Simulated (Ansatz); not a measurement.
# Co2BiB2: relaxing a made-up structure

Starting from a made-up structure for Co2BiB2, the aim is the relaxed cell, its shortest contacts and, where a second run follows, its electronic structure.

Calculated with Ansatz 0.2.0; DFT, PBEsol, plane-wave PAW, files of the set soft_1, scalar-relativistic, ferromagnetic start, cell and ions relaxed at zero pressure; PAW set soft_1.

**1. Set-up**

The structure is tetragonal, space group I4/mmm (No. 139). Conventional cell: a = 3.628 Å, b = 3.628 Å, c = 9.122 Å, α = 90.00°, β = 90.00°, γ = 90.00°. Nearest to Bi lie 8 B at 2.80 Å and 8 Co at 2.91 Å. Nearest to Co lie 4 B at 2.15 Å and 4 Co at 2.57 Å and 4 Bi at 2.91 Å. B has 4 Co at 2.15 Å and 1 B at 2.25 Å and 4 Bi at 2.80 Å nearest. Farther neighbours are not listed.

As a file:

```cif
data_structure
_symmetry_space_group_name_H-M 'I4/mmm'
_symmetry_Int_Tables_number 139
_cell_length_a 3.6280
_cell_length_b 3.6280
_cell_length_c 9.1220
_cell_angle_alpha 90.000
_cell_angle_beta 90.000
_cell_angle_gamma 90.000
_cell_volume 120.07
loop_
_atom_site_label
_atom_site_type_symbol
_atom_site_symmetry_multiplicity
_atom_site_Wyckoff_symbol
_atom_site_fract_x
_atom_site_fract_y
_atom_site_fract_z
_atom_site_occupancy
Bi1 Bi 2 a 0.00000 0.00000 0.00000 1
Co1 Co 4 d 0.50000 0.00000 0.25000 1
B1 B 4 e 0.50000 0.50000 0.12310 1
```

**2. Relaxing cell and atoms**

The guessed cell has no reason to be at equilibrium. It is relaxed with the atoms, within the space group of the guess.

Contents of input.yaml:

```yaml
crystal:
  lattice:
    - [-1.814, 1.814, 4.561]
    - [1.814, -1.814, 4.561]
    - [1.814, 1.814, -4.561]
  atoms:
    - { symbol: Bi, position: [0.0, 0.0, 0.0] }
    - { symbol: Co, position: [0.25, 0.75, 0.5], spin: 2.0 }
    - { symbol: Co, position: [0.75, 0.25, 0.5], spin: 2.0 }
    - { symbol: B, position: [0.6231, 0.6231, 0.0] }
    - { symbol: B, position: [0.3769, 0.3769, 0.0] }
magnetization:
  spin_polarized: true
kpoints:
  mp_grid: { grid: [10, 10, 10] }
scf:
  occupations: { method: fermi_dirac, width: 0.05 }
hamiltonian:
  xc: pbesol
  pseudopotentials: { kind: paw, azcp: { folder: soft_1 }, xc_functional: pbe }
relax:
  f_tol: 0.015
  max_steps: 70
  cell: {}
output:
  forces: true
  stress: true
```

Launch:

```console
$ ansatz run input.yaml --threads 4 --pin off --max-ram 10240MiB --backend cpu --events-out ev --progress --plain --runs-dir out
```

Numbers of over 12 decimals in the logs are rounded to 6 here.

The program printed:

```text
basis.fft_grid_basis auto: the FFT boxes are laid along the combinations [[1, 0, 1], [0, 1, 1], [0, 0, 1]] of the cell's own vectors, 3.628, 3.628 and 5.233 Å long. The dense box has 25×25×36 points. Along the cell's own vectors, as sized, it would have 36×36×36, 2.07 times as many. Of the 16 symmetry operations that the crystal satisfies within crystal.symmetry.tolerance (time reversal apart; of a slab, those that k [...]
Engine: ansatz 0.2.0, aarch64-unknown-linux-gnu
Pseudopotentials: kind: paw
Pseudopotential: Bi, paw, valence charge 15, recommended cutoff 420 eV (normal), soft_1/Bi.paw.azcp
Pseudopotential: Co, paw, valence charge 17, recommended cutoff 420 eV (normal), soft_1/Co.paw.azcp
Pseudopotential: B, paw, valence charge 3, recommended cutoff 420 eV (normal), soft_1/B.paw.azcp
Functional definition: PBEsol
  exchange = pbesol_x
  correlation = pbesol_c
Crystal: 5 atoms, lattice volume = 60.034 Å³
Basis set: ecut = 420 eV, 1195 PW (Γ), FFT grids on a1+a3, a2+a3, a3, exchange–correlation on 50×50×72 points (8 copies of the dense FFT grid, shifted against one another)
Bands: 36, of which v1, the nominal top of the filled ones, is band 28 counted from 1 (27 counted from 0)
Symmetry: 16 space group operations
Space group: I4/mmm (ITA 139), of the structure as read, at distance tolerance 3.9e-5 Å
Magnetic group: BNS 139.531 (UNI 1191), of the structure as read, at distance tolerance 3.9e-5 Å
k-points: 102 of 1000
Non-local potential: Bi, projectors of the file, l = 0: 2, l = 1: 2, l = 2: 2, l = 3: 1
Non-local potential: Co, projectors of the file, l = 0: 3, l = 1: 2, l = 2: 3, l = 3: 1
Non-local potential: B, projectors of the file, l = 0: 2, l = 1: 2, l = 2: 1
PAW form: soft (Blöchl's): semilocal exchange-correlation on the pseudo side does not see the compensation charge
PAW frozen core: Bi, regenerated for the run's functional, and the local potential with it (the file was generated under x = pbe(κ = 0.804, μ = 0.219515), c = pbe(β = 0.066725))
PAW frozen core: Co, regenerated for the run's functional, and the local potential with it (the file was generated under x = pbe(κ = 0.804, μ = 0.219515), c = pbe(β = 0.066725))
PAW frozen core: B, regenerated for the run's functional, and the local potential with it (the file was generated under x = pbe(κ = 0.804, μ = 0.219515), c = pbe(β = 0.066725))
PAW one-centre angular grid: Bi, 590 points (default); XC on 64 Gauss nodes
PAW one-centre angular grid: Co, 590 points (default); XC on 64 Gauss nodes
PAW one-centre angular grid: B, 110 points (default); XC on 64 Gauss nodes
Initial density: superposition of atomic densities (chi_scale 0.1, normalization cell)
Starting moments: Σ|m| = 4 μB on 2 of 5 sites
Initial wavefunctions: pseudopotential atomic-orbital guess
Functional: x = pbesol(κ = 0.804, μ = 0.123457), c = pbesol(β = 0.046)
SCF iter   1: F=—  HF=-22733.551516 eV  |F-HF|=—  |Δ(HF+E_count)|=         —  Δρ=5.28e-2 (↑5.28e-2 ↓3.84e-2)  dr2=5.87e0  dr2_m=2.07e-1  M=2.998 μB ∫|m|=3.462 μB  β_m=0.30  ethr=3.10e-3  ⟨swp⟩=5.6  Hψ=26361  notcnv=0  defer=22
Mixer restart at iter 1: flushing history
preconditioner: auto → Kerker (q_TF=auto, 2.689 Å⁻¹)  [metal: Δε(μ)=0.006 eV  Ē_g=12.184 eV  σ=0.050 eV  W_gap=0.03  n_scr=14 (ndim 8)  ℏωp=29.9 eV  f_vac=0.000  D(μ)=5.06/eV (n_scr^D=60)]
spin=Collinear: Kerker preconditioning applied to the charge; magnetization (m = ρ↑ − ρ↓) channel mixes plain (no charge-response kernel on spin).
SCF iter   2: F=—  HF=-22732.045814 eV  |F-HF|=—  |Δ(HF+E_count)|=    1.51e0  Δρ=4.33e-2 (↑2.16e-2 ↓4.33e-2)  dr2=3.26e0  dr2_m=3.08e-1  M=2.692 μB ∫|m|=3.210 μB  β_m=0.38  ethr=3.10e-3  ⟨swp⟩=2.1  Hψ=12404  notcnv=0  defer=254
SCF iter   3: F=—  HF=-22732.783204 eV  |F-HF|=—  |Δ(HF+E_count)|=   7.37e-1  Δρ=4.63e-2 (↑1.91e-2 ↓4.63e-2)  dr2=2.50e0  dr2_m=4.41e-1  M=2.366 μB ∫|m|=2.931 μB  β_m=0.23  ethr=3.10e-3  ⟨swp⟩=2.0  Hψ=8824  notcnv=0  defer=255
SCF iter   4: F=—  HF=-22733.415577 eV  |F-HF|=—  |Δ(HF+E_count)|=   6.32e-1  Δρ=4.20e-2 (↑2.04e-2 ↓4.20e-2)  dr2=1.74e0  dr2_m=4.48e-1  M=2.034 μB ∫|m|=2.622 μB  β_m=0.16  ethr=3.10e-3  ⟨swp⟩=2.0  Hψ=9631  notcnv=0  defer=251
SCF iter   5: F=—  HF=-22734.092063 eV  |F-HF|=—  |Δ(HF+E_count)|=   6.76e-1  Δρ=3.33e-2 (↑3.33e-2 ↓1.71e-2)  dr2=9.13e-1  dr2_m=2.49e-1  M=1.708 μB ∫|m|=2.238 μB  β_m=0.59  ethr=3.10e-3  ⟨swp⟩=2.1  Hψ=10499  notcnv=0  defer=253
SCF iter   6: F=—  HF=-22734.231301 eV  |F-HF|=—  |Δ(HF+E_count)|=   1.39e-1  Δρ=1.11e-2 (↑9.01e-3 ↓1.11e-2)  dr2=4.03e-3  dr2_m=5.35e-2  M=0.550 μB ∫|m|=0.857 μB  β_m=0.63  ethr=1.66e-3  ⟨swp⟩=3.0  Hψ=13026  notcnv=0  defer=254
SCF iter   7: F=—  HF=-22734.296203 eV  |F-HF|=—  |Δ(HF+E_count)|=         —  Δρ=1.70e-2 (↑1.70e-2 ↓1.24e-2)  dr2=5.23e-2  dr2_m=1.15e-1  M=0.092 μB ∫|m|=0.227 μB  β_m=0.63  ethr=7.33e-6  ⟨swp⟩=2.1  Hψ=14433  notcnv=0  defer=250
Mixer restart at iter 7: flushing history
SCF iter   8: F=—  HF=-22734.294217 eV  |F-HF|=—  |Δ(HF+E_count)|=   1.99e-3  Δρ=1.22e-2 (↑4.99e-3 ↓1.22e-2)  dr2=2.00e-2  dr2_m=3.85e-2  M=0.056 μB ∫|m|=0.140 μB  β_m=0.82  ethr=7.33e-6  ⟨swp⟩=2.2  Hψ=14616  notcnv=0  defer=252
SCF iter   9: F=—  HF=-22734.307792 eV  |F-HF|=—  |Δ(HF+E_count)|=   1.36e-2  Δρ=1.03e-2 (↑1.03e-2 ↓3.38e-3)  dr2=7.95e-2  dr2_m=6.93e-3  M=0.022 μB ∫|m|=0.059 μB  β_m=0.72  ethr=7.33e-6  ⟨swp⟩=2.6  Hψ=16150  notcnv=0  defer=248
SCF iter  10: F=—  HF=-22734.288761 eV  |F-HF|=—  |Δ(HF+E_count)|=   1.90e-2  Δρ=1.68e-3 (↑1.32e-3 ↓1.68e-3)  dr2=4.32e-3  dr2_m=2.41e-5  M=0.002 μB ∫|m|=0.008 μB  β_m=0.83  ethr=7.33e-6  ⟨swp⟩=2.3  Hψ=15390  notcnv=0  defer=248
SCF iter  11: F=—  HF=-22734.288891 eV  |F-HF|=—  |Δ(HF+E_count)|=   1.31e-4  Δρ=1.06e-4 (↑1.06e-4 ↓1.06e-4)  dr2=2.28e-5  dr2_m=2.34e-6  M=0.001 μB ∫|m|=0.002 μB  β_m=0.92  ethr=7.33e-6  ⟨swp⟩=2.0  Hψ=9438  notcnv=0  defer=248
SCF iter  12: F=—  HF=-22734.288907 eV  |F-HF|=—  |Δ(HF+E_count)|=   1.53e-5  Δρ=1.15e-4 (↑1.15e-4 ↓3.68e-5)  dr2=4.31e-6  dr2_m=1.48e-6  M=0.000 μB ∫|m|=0.001 μB  β_m=0.96  ethr=4.14e-8  ⟨swp⟩=2.0  Hψ=10521  notcnv=0  defer=248
SCF iter  13: F=—  HF=-22734.288907 eV  |F-HF|=—  |Δ(HF+E_count)|=   1.95e-7  Δρ=2.06e-5 (↑1.13e-5 ↓2.06e-5)  dr2=7.04e-7  dr2_m=1.47e-8  M=0.000 μB ∫|m|=0.000 μB  β_m=0.94  ethr=7.84e-9  ⟨swp⟩=2.0  Hψ=9519  notcnv=0  defer=248
SCF iter  14: F=—  HF=-22734.288907 eV  |F-HF|=—  |Δ(HF+E_count)|=   1.05e-8  Δρ=1.11e-5 (↑1.10e-5 ↓1.11e-5)  dr2=2.58e-7  dr2_m=4.83e-11  M=-0.000 μB ∫|m|=0.000 μB  β_m=0.97  ethr=1.28e-9  ⟨swp⟩=1.0  Hψ=7344  notcnv=0  defer=248
[...]
relax step   8: F+E_penalty+E_count = -22735.22855462 eV  Δ(F+E_penalty+E_count) = -1.796e-2 eV  max|allowed force component| = 3.986e-2 eV/Å  Δτ_max = 0.0041 Å  P = -0.246 GPa  Ω = 64.855 Å³  energy of the carried Pulay correction = -2.704e-3 eV  (11 SCF iters, dr2 threshold 5.00e-7 eV, accepted)
relax step   9: F+E_penalty+E_count = -22735.23194412 eV  Δ(F+E_penalty+E_count) = -3.390e-3 eV  max|allowed force component| = 1.529e-2 eV/Å  Δτ_max = 0.0074 Å  P = -0.173 GPa  Ω = 64.854 Å³  energy of the carried Pulay correction = -2.703e-3 eV  (7 SCF iters, dr2 threshold 5.00e-7 eV, accepted)
relax step  10: F+E_penalty+E_count = -22735.23257145 eV  Δ(F+E_penalty+E_count) = -6.273e-4 eV  max|allowed force component| = 2.055e-4 eV/Å  Δτ_max = 0.0060 Å  P = -0.026 GPa  Ω = 64.766 Å³  energy of the carried Pulay correction = -2.656e-3 eV  (8 SCF iters, dr2 threshold 3.22e-7 eV, accepted)
relax step  11: F+E_penalty+E_count = -22735.23857793 eV  Δ(F+E_penalty+E_count) = -6.006e-3 eV  max|allowed force component| = 4.156e-4 eV/Å  Δτ_max = 0.0000 Å  P = +0.117 GPa  Ω = 64.766 Å³  stress off target by 3.31e-1 GPa  SCF on the basis re-selected at this cell (its energy is not comparable with the rows above)  (10 SCF iters)
relax step  12: F+E_penalty+E_count = -22735.23873212 eV  Δ(F+E_penalty+E_count) = -1.542e-4 eV  max|allowed force component| = 6.276e-3 eV/Å  Δτ_max = 0.0011 Å  P = +0.061 GPa  Ω = 64.871 Å³  energy of the carried Pulay correction = -5.289e-5 eV  (8 SCF iters, dr2 threshold 2.73e-7 eV, accepted)
relax step  13: F+E_penalty+E_count = -22735.23872974 eV  Δ(F+E_penalty+E_count) = +2.379e-6 eV  max|allowed force component| = 4.954e-4 eV/Å  Δτ_max = 0.0007 Å  P = -0.006 GPa  Ω = 64.887 Å³  energy of the carried Pulay correction = -6.207e-5 eV  (8 SCF iters, dr2 threshold 1.02e-8 eV, accepted)
iter 1 solved again at ethr=4.93e-8 eV; its pass at ethr=3.10e-3 eV (dr2=2.71e-5 eV) is discarded
SCF iter   1: F=—  HF=-22735.238782 eV  |F-HF|=—  |Δ(HF+E_count)|=         —  Δρ=2.54e-5 (↑2.54e-5 ↓2.54e-5)  dr2=4.44e-8  dr2_m=1.94e-12  M=-0.000 μB ∫|m|=0.000 μB  β_m=0.65  ethr=4.93e-8  ⟨swp⟩=3.7  Hψ=48664  notcnv=0
preconditioner: auto → Kerker (q_TF=auto, 2.300 Å⁻¹)  [metal: Δε(μ)=0.016 eV  Ē_g=12.648 eV  σ=0.050 eV  W_gap=0.08  n_scr=10 (ndim 8)  ℏωp=28.8 eV  f_vac=0.000  D(μ)=2.22/eV (n_scr^D=14)]
spin=Collinear: Kerker preconditioning applied to the charge; magnetization (m = ρ↑ − ρ↓) channel mixes plain (no charge-response kernel on spin).
SCF iter   2: F=—  HF=-22735.238792 eV  |F-HF|=—  |Δ(HF+E_count)|=   1.01e-5  Δρ=9.17e-6 (↑9.15e-6 ↓9.17e-6)  dr2=6.34e-9  dr2_m=1.75e-12  M=-0.000 μB ∫|m|=0.000 μB  β_m=0.58  ethr=8.08e-11  ⟨swp⟩=2.0  Hψ=12101  notcnv=0
SCF iter   3: F=—  HF=-22735.238792 eV  |F-HF|=—  |Δ(HF+E_count)|=   1.91e-7  Δρ=3.77e-6 (↑3.77e-6 ↓3.75e-6)  dr2=2.09e-9  dr2_m=8.77e-13  M=-0.000 μB ∫|m|=0.000 μB  β_m=0.56  ethr=1.15e-11  ⟨swp⟩=2.0  Hψ=12584  notcnv=0
SCF iter   4: F=—  HF=-22735.238792 eV  |F-HF|=—  |Δ(HF+E_count)|=   3.58e-8  Δρ=3.96e-7 (↑3.60e-7 ↓3.96e-7)  dr2=2.34e-10  dr2_m=2.54e-13  M=-0.000 μB ∫|m|=0.000 μB  β_m=0.78  ethr=3.80e-12  ⟨swp⟩=2.0  Hψ=9592  notcnv=0
SCF iter   5: F=—  HF=-22735.238792 eV  |F-HF|=—  |Δ(HF+E_count)|=  5.93e-10  Δρ=4.07e-7 (↑3.72e-7 ↓4.07e-7)  dr2=3.53e-10  dr2_m=2.02e-13  M=-0.000 μB ∫|m|=0.000 μB  β_m=0.89  ethr=1.00e-12  ⟨swp⟩=1.1  Hψ=7385  notcnv=0
SCF iter   6: F=—  HF=-22735.238792 eV  |F-HF|=—  |Δ(HF+E_count)|=  1.16e-10  Δρ=1.20e-7 (↑1.13e-7 ↓1.20e-7)  dr2=4.80e-11  dr2_m=6.40e-15  M=-0.000 μB ∫|m|=0.000 μB  β_m=0.94  ethr=1.00e-12  ⟨swp⟩=2.0  Hψ=9284  notcnv=0
SCF iter   7: F=—  HF=-22735.238792 eV  |F-HF|=—  |Δ(HF+E_count)|=  1.09e-11  Δρ=4.24e-8 (↑3.92e-8 ↓4.24e-8)  dr2=4.30e-12  dr2_m=1.84e-15  M=-0.000 μB ∫|m|=0.000 μB  β_m=0.97  ethr=1.00e-12  ⟨swp⟩=1.0  Hψ=7344  notcnv=0
SCF iter   8: F=-22735.238792 eV  HF=-22735.238792 eV  |F-HF|=1.82e-11  |Δ(HF+E_count)|=  7.28e-12  Δρ=6.25e-8 (↑6.13e-8 ↓6.25e-8)  dr2=8.99e-12  dr2_m=2.18e-16  M=0.000 μB ∫|m|=0.000 μB  ethr=1.00e-12  ⟨swp⟩=2.3  Hψ=20663  notcnv=0
the starting moments were not kept: the SCF closed with an absolute magnetisation of 4.1e-8 μB, where they sum to 4 μB in size (2 sites). That is at most 0.1 of that sum. Measured as dr2_m measures the in/out step, that magnetisation stands 1.3e-15 eV from none, at or under the dr2_threshold of 5.0e-11 eV: it is no larger than a step whose dr2_m would equal this threshold.
SCF 14 converged in 8 iterations: F = -22735.238792 eV  dr2 = 8.99e-12
relax step  14: F+E_penalty+E_count = -22735.23879182 eV  Δ(F+E_penalty+E_count) = -6.208e-5 eV  max|allowed force component| = 4.791e-4 eV/Å  Δτ_max = 0.0000 Å  P = -0.006 GPa  Ω = 64.887 Å³  stress off target by 9.18e-3 GPa  SCF on the basis re-selected at this cell (its energy is not comparable with the rows above)  (8 SCF iters)
basis re-selected at this cell: Δ(F+E_penalty+E_count) = -6.208e-5 eV, ΔP = -0.001 GPa vs the last step (what re-selecting the basis moved, of the pressure what is left beyond the Pulay correction that the steps carried, after the strain that the cell walked since its last selection, with what the two solves' SCF thresholds leave and, on support functions, any second-order correction that the steps lacked; it is no m [...]
SCF converged after 8 iterations
Magnetization: 0.0000 μB (27.5000 up, 27.5000 down)
Absolute magnetization: 0.0000 μB (∫|ρ↑−ρ↓|, with the PAW one-centre terms)
Spin contamination: 0.0000 ħ² per cell (⟨S²⟩ above its minimum at these occupations)
Per-site moments (μB) at R_I (Å): [(9.161048642075642e-10, 1.268082), (1.5411423658887554e-8, 0.799669), (1.5411423616012613e-8, 0.799669), (-1.785984084758237e-9, 0.799669), (-1.7859840410113175e-9, 0.799669)]
Free energy (F): -22735.238792 eV
Harris-Foulkes:  -22735.238792 eV  (|F-HF|=1.82e-11)
Internal energy: -22735.220729 eV  (E = F + TS)
E sigma→0 (E₀):  -22735.229761 eV
Entropy (-TS):   -0.018063 eV (-3.613 meV/atom)
Fermi energy:    14.192528 eV
--- Per-component energies (eV) ---
  E_band       = -650.448480
  E_kinetic    = 937.400886
  E_local      = -8792.290719  (includes V_loc(G=0)·N_el)
  E_nonlocal   = 1304.354390
  E_hartree    = 3879.930054
  E_xc         = -401.969084
  E_vxc        = -448.517576  (∫ρ·V_xc dr)
  E_paw        = -13737.870162  (= ΣΔE_a)
  E_vpaw       = -1411.255397  (= ΣTr[D̂ρ^β])
  E_aug_tail   = 0.000171  (compensation charges beyond the density's cutoff)
  E_ewald      = -5925.272320
  E_core_change = 0.496055  (= ΣΔE_core)
  E_smearing   = -0.018063  (= −TS)
  E_closure    = 0.000000  (closes the sum)
  Σ components = -22735.238792   (vs F -22735.238792, Δ=0.00e0)
--- Forces (eV/Å), atoms counted from 1 ---
  atom   1  Bi     0.00000000     0.00000000     0.00000000
  atom   2  Co     0.00000000     0.00000000     0.00000000
  atom   3  Co     0.00000000     0.00000000     0.00000000
  atom   4  B      0.00000000     0.00000000     0.00047912
  atom   5  B      0.00000000     0.00000000    -0.00047912
  max |Σ_I F_I| component: 1.73e-18 eV/Å
--- Stress (GPa, compression-positive) ---
       -0.009178       0.000000       0.000000
        0.000000      -0.009178       0.000000
       -0.000000       0.000000      -0.000876
  P = ⅓ Tr σ = -0.0064 GPa (-0.064 kbar)
--- Relaxed structure (12 steps of the walk, 12 accepted, 2 SCFs on fresh bases) ---
  F+E_penalty+E_count = -22735.23879182 eV   max|allowed force component| = 4.791e-4 eV/Å   (the final SCF, on the basis selected at the relaxed cell)
  cell:  # Å, volume = 64.8869 Å³
    - [-1.805526, 1.805526, 4.976105]
    - [1.805526, -1.805526, 4.976105]
    - [1.805526, 1.805526, -4.976105]
  atoms:
    - { symbol: Bi, position: [-5.300966552603979e-19, -5.300966552604007e-19, 0] }
    - { symbol: Co, position: [0.250000, 0.750000, 0.500000] }
    - { symbol: Co, position: [0.750000, 0.250000, 0.500000] }
    - { symbol: B, position: [0.679077, 0.679077, 0] }
    - { symbol: B, position: [0.320923, 0.320923, 0] }
```

Wall time 95 s (4 threads of Arm Neoverse V2, shared host); peak memory 0.65 GiB; 6.1 min of CPU time.

The steps of the relaxation:

| step | energy less that of the first step (eV) | largest force component (eV/Å) | pressure (GPa) | volume (Å³) |
| --- | --- | --- | --- | --- |
| 1 | 0.0000 | 1.2550 | -10.09 | 60.03 |
| 2 | -0.2622 | 0.6184 | -2.71 | 57.40 |
| 3 | -0.3090 | 0.2316 | 0.25 | 56.67 |
| 4 | -0.3246 | 0.3215 | -0.34 | 57.10 |
| 5 | -0.4604 | 0.6444 | -0.84 | 58.77 |
| 6 | -0.7945 | 0.2949 | 3.08 | 60.80 |
| 7 | -0.9217 | 0.1791 | 3.14 | 63.36 |
| 8 | -0.9396 | 0.0399 | -0.25 | 64.85 |
| 9 | -0.9430 | 0.0153 | -0.17 | 64.85 |
| 10 | -0.9437 | 0.0002 | -0.03 | 64.77 |
| 11* | -0.9497 | 0.0004 | 0.12 | 64.77 |
| 12 | -0.9498 | 0.0063 | 0.06 | 64.87 |
| 13 | -0.9498 | 0.0005 | -0.01 | 64.89 |
| 14* | -0.9499 | 0.0005 | -0.01 | 64.89 |

Relaxation steps marked * repeat the geometry before them on a plane-wave basis chosen anew for their cell, so energy and pressure can jump there.

The run keeps the 16 symmetry operations that it works with, so distortions that break them were not tested.

| conventional cell, symmetrised | before | after | change |
| --- | --- | --- | --- |
| a (Å) | 3.628 | 3.611 | -0.5 % |
| b (Å) | 3.628 | 3.611 | -0.5 % |
| c (Å) | 9.122 | 9.952 | +9.1 % |
| volume (Å³/atom) | 12.01 | 12.98 | +8.1 % |

The atoms that moved most (Å, as changes of fractional coordinates times the final cell):

| atom | dx | dy | dz | length |
| --- | --- | --- | --- | --- |
| B4 | 0.000 | 0.000 | 0.557 | 0.557 |
| B5 | 0.000 | 0.000 | -0.557 | 0.557 |

Final coordinates:

```
Bi Co B
1.0
    -1.80553    1.80553    4.97610
     1.80553   -1.80553    4.97610
     1.80553    1.80553   -4.97610
Bi Co B
1 2 2
Direct
  0.00000 0.00000 0.00000
  0.25000 0.75000 0.50000
  0.75000 0.25000 0.50000
  0.67908 0.67908 0.00000
  0.32092 0.32092 0.00000
```

Numbers from this step:

* free energy: -22735.2388 eV
* energy at zero smearing: -22735.2298 eV
* smearing term TS: 0.01806 eV
* Fermi energy: 14.19 eV
* electrons: 55
* symmetry operations: 16
* pressure: -0.006411 GPa

The shortest distance of each pair, which need not be the same contact before and after:

| pair | guess (Å) | relaxed (Å) |
| --- | --- | --- |
| B–Co | 2.152 | 1.939 |
| Co–Co | 2.565 | 2.553 |
| B–B | 2.246 | 2.918 |
| Bi–Co | 2.914 | 3.074 |
| B–Bi | 2.800 | 3.114 |

The relaxation ends with a largest force component of 4.8e-4 eV/Å and a pressure of -0.01 GPa. The starting moments have collapsed: the run ends non-magnetic.

**3. Results**

```
space group, relaxed : I4/mmm
conventional cell    : a = 3.611, b = 3.611, c = 9.952 Å; α = 90.0°, β = 90.0°, γ = 90.0°
volume per atom      : 12.98 Å³ (guess 12.01)
total moment         : 0.00 μB in the cell of 5 atoms
```

What this shows: Co2BiB2 relaxes to I4/mmm with a = 3.611, b = 3.611 and c = 9.952 Å. The guessed volume was 7 % too small. The space group I4/mmm was held in the relaxation, so the end point is a stationary structure within it and may be a saddle against distortions or other arrangements. The moments died out from this one start and weren't seeded again at the relaxed cell. Mesh and cutoff weren't tested. Spin-orbit coupling is left out, which can matter for elements this heavy. No dispersion term is used, so weakly bound directions may come out too long. Nothing here tests whether the compound is stable against decomposition.

[Logs are printed without paths, hosts, clocks, repeated set-up lines and the standing remarks that a program may print on its own settings, such as how far it seeks lower states.]

[Hosts, paths, dates, database ids (printed as entryN), source tags and the programs' standing remarks are cut or masked in the printed files.]
